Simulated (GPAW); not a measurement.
Computed results, one entry a study.

### Quasiparticle gap of BeZn3Te4 (ordered alloy, started on the wurtzite lattice) (P3m1) in GPAW

It takes space group P3m1 (No. 156, trigonal). The conventional cell has a = 4.269 Å, b = 4.269 Å, c = 14.049 Å, α = 90.00°, β = 90.00°, γ = 120.00°. Be has 4 Te at 2.46 to 2.57 Å nearest. Nearest to Zn lie 4 Te at 2.64 to 2.66 Å. Nearest to Te lie 1 Be at 2.46 Å and 3 Zn at 2.64 Å. Te has 4 Zn at 2.64 to 2.66 Å nearest. Nearest to Zn lie 4 Te at 2.64 to 2.67 Å. Farther neighbours and most contacts between anions are not listed.

```xyz
8
Lattice="4.2688 0.0000 0.0000 -2.1344 3.6969 0.0000 0.0000 0.0000 14.0487" Properties=species:S:1:pos:R:3 pbc="T T T"
Be    0.0000    2.4646    0.0040
Zn    2.1344    1.2323    3.4254
Te    0.0000    2.4646    2.4654
Te    2.1344    1.2323    6.0833
Zn    0.0000    2.4646    7.0359
Zn    2.1344    1.2323   10.6523
Te    0.0000    2.4646    9.6986
Te    2.1344    1.2323   13.3180
```

```yaml
method: DFT, PBE, plane waves, PAW (and 1 further level or step)
program: GPAW 26.7.0
settings_of_one_run: cutoff 600 eV, GPAW PAW setups 1.2.1 data release, 3×3×1 k-mesh, nbands 137
cost: 3 runs, 100 s in all on 8 MPI ranks of Arm Neoverse V1, shared host (the runs of this entry)
notes: The structure was built from a prototype and need not be the compound’s stable phase. The structure was relaxed with PBE. The structure type comes from a generator and need not be one that this composition takes. Limits: no spin-orbit coupling. Bands and cutoff are finite, so the gap is not at the basis limit. The miss can reach some tenths of an eV and take either sign; the mesh is an error of its own. The 3×3×1 mesh is coarse for this cell, which bears on the long-range parts of exchange and screening.
pbe_gap: 1.47 eV, direct
g0w0_gap_on_the_mesh: 2.59 eV
gw_settings: 3×3×1 mesh, 127 bands, screening to 40 eV, Godby-Needs plasmon pole
known_limits: not at the basis limit; no spin-orbit coupling; coarse k mesh
```

G0W0 moves the gap on the mesh from 1.47 eV to 2.59 eV (+1.13 eV), with Z of 0.80 and 0.80 at the edges. Only 1 of the mesh's irreducible points was corrected, so a valley elsewhere could overtake.

### BeZn3Te4 (ordered alloy, started on the wurtzite lattice) (P3m1): G0W0 with GPAW, start to end

The structure is trigonal, space group P3m1 (No. 156). Conventional cell: a = 4.269 Å, b = 4.269 Å, c = 14.049 Å, α = 90.00°, β = 90.00°, γ = 120.00°. Be has 4 Te at 2.46 to 2.57 Å nearest. Nearest to Zn lie 4 Te at 2.64 to 2.66 Å. Nearest to Te lie 1 Be at 2.46 Å and 3 Zn at 2.64 Å. Nearest to Te lie 4 Zn at 2.64 to 2.66 Å. Zn has 4 Te at 2.64 to 2.66 Å nearest. Nearest to Zn lie 4 Te at 2.64 to 2.67 Å. Farther neighbours and most contacts between anions are not listed.

```xyz
8
Lattice="4.2688 0.0000 0.0000 -2.1344 3.6969 0.0000 0.0000 0.0000 14.0487" Properties=species:S:1:pos:R:3 pbc="T T T"
Be    0.0000    2.4646    0.0040
Zn    2.1344    1.2323    3.4254
Te    0.0000    2.4646    2.4654
Te    2.1344    1.2323    6.0833
Zn    0.0000    2.4646    7.0359
Zn    2.1344    1.2323   10.6523
Te    0.0000    2.4646    9.6986
Te    2.1344    1.2323   13.3180
```

```yaml
method: DFT, PBE, plane waves, PAW (and 1 further level or step)
program: GPAW 26.7.0
settings_of_one_run: cutoff 700 eV, GPAW PAW setups 1.2.1 data release, 6×6×2 k-mesh
cost: 5 runs, 11 min in all on 8 MPI ranks of Arm Neoverse V1, shared host (the runs of this entry)
notes: The structure was built from a prototype and need not be the compound’s stable phase. The start is a generated structure, not a measured one. The structure type comes from a generator and need not be one that this composition takes. Limits: no spin-orbit coupling. Bands and cutoff are finite, so the gap is not at the basis limit. The miss can reach some tenths of an eV and take either sign; the mesh is an error of its own. The 3×3×1 mesh is coarse for this cell, which bears on the long-range parts of exchange and screening.
pbe_gap: 1.47 eV, direct
g0w0_gap_on_the_mesh: 2.58 eV
gw_settings: 3×3×1 mesh, 167 bands, screening to 48 eV, Godby-Needs plasmon pole
known_limits: not at the basis limit; no spin-orbit coupling; coarse k mesh
```

G0W0 moves the gap on the mesh from 1.47 eV to 2.58 eV (+1.11 eV), with Z of 0.79 and 0.80 at the edges. Only 1 of the mesh's irreducible points was corrected, so a valley elsewhere could overtake.

[Paths, hosts, dates, memory and timing lines, banners, echoed tables and standing remarks are left out of the program output.]

[Logs are printed without paths, hosts, clocks, repeated set-up lines and the standing remarks that a program may print on its own settings, such as how far it seeks lower states.]

[Runs of the session that timed out or met a known fault of the program may be left out.]

[Hosts, paths, dates, database ids (printed as entryN), source tags and the programs' standing remarks are cut or masked in the printed files.]
